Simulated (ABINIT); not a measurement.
An input for ABINIT 10.8.3 (Na2H6Pt (Fm-3m)):

```
acell 3*1.0 Angstrom
rprim 
  0.000000000000 3.629315950000 3.629315950000
  3.629315950000 0.000000000000 3.629315950000
  3.629315950000 3.629315950000 0.000000000000
ntypat 3
znucl 11 1 78
natom 9
typat 1 1 2 2 2 2 2 2 3
xred 
  0.750000000000 0.750000000000 0.750000000000
  0.250000000000 0.250000000000 0.250000000000
  0.774464350000 0.774464350000 0.225535650000
  0.225535650000 0.774464350000 0.225535650000
  0.774464350000 0.225535650000 0.225535650000
  0.225535650000 0.225535650000 0.774464350000
  0.774464350000 0.225535650000 0.774464350000
  0.225535650000 0.774464350000 0.774464350000
  0.000000000000 0.000000000000 0.000000000000
pp_dirpath "pseudos"
pseudos "Na.upf, H.upf, Pt.upf"
ecut 38
nspinor 2
ngkpt 2 2 2
nshiftk 1
shiftk 0 0 0
kptopt 1
chksymbreak 0
istwfk *1
occopt 1
irdwfk 1
optdriver 3
nband 134
ecuteps 3.6
inclvkb 0
awtr 1
symchi 1
indata_prefix "in"
outdata_prefix "out"
tmpdata_prefix "tmp"
```

```sh
OMP_NUM_THREADS=1 mpirun -n 4 abinit run.abi > log
```

Question: Estimate wall time and host memory on 4 MPI ranks of Arm Neoverse N1, shared host.

It took 47 s; on shared hardware allow 24 s to 95 s. Peak host memory was 1.6 GiB.

[Paths, hosts, dates, memory and timing lines, banners, echoed tables and standing remarks are left out of the program output.]

[Logs are printed without paths, hosts, clocks, repeated set-up lines and the standing remarks that a program may print on its own settings, such as how far it seeks lower states.]

[Runs of the session that timed out or met a known fault of the program may be left out.]

[Hosts, paths, dates, database ids (printed as entryN), source tags and the programs' standing remarks are cut or masked in the printed files.]

[G0W0 gaps are taken among the corrected bands and points alone; a level outside them can change the order at an edge.]

[Where Ansatz stands beside ABINIT at settings called matched, ABINIT's density can come from a denser mesh and the files from another edition; pairs whose starting gaps differed by over 0.03 eV were left out, so agreement reads better than it is.]
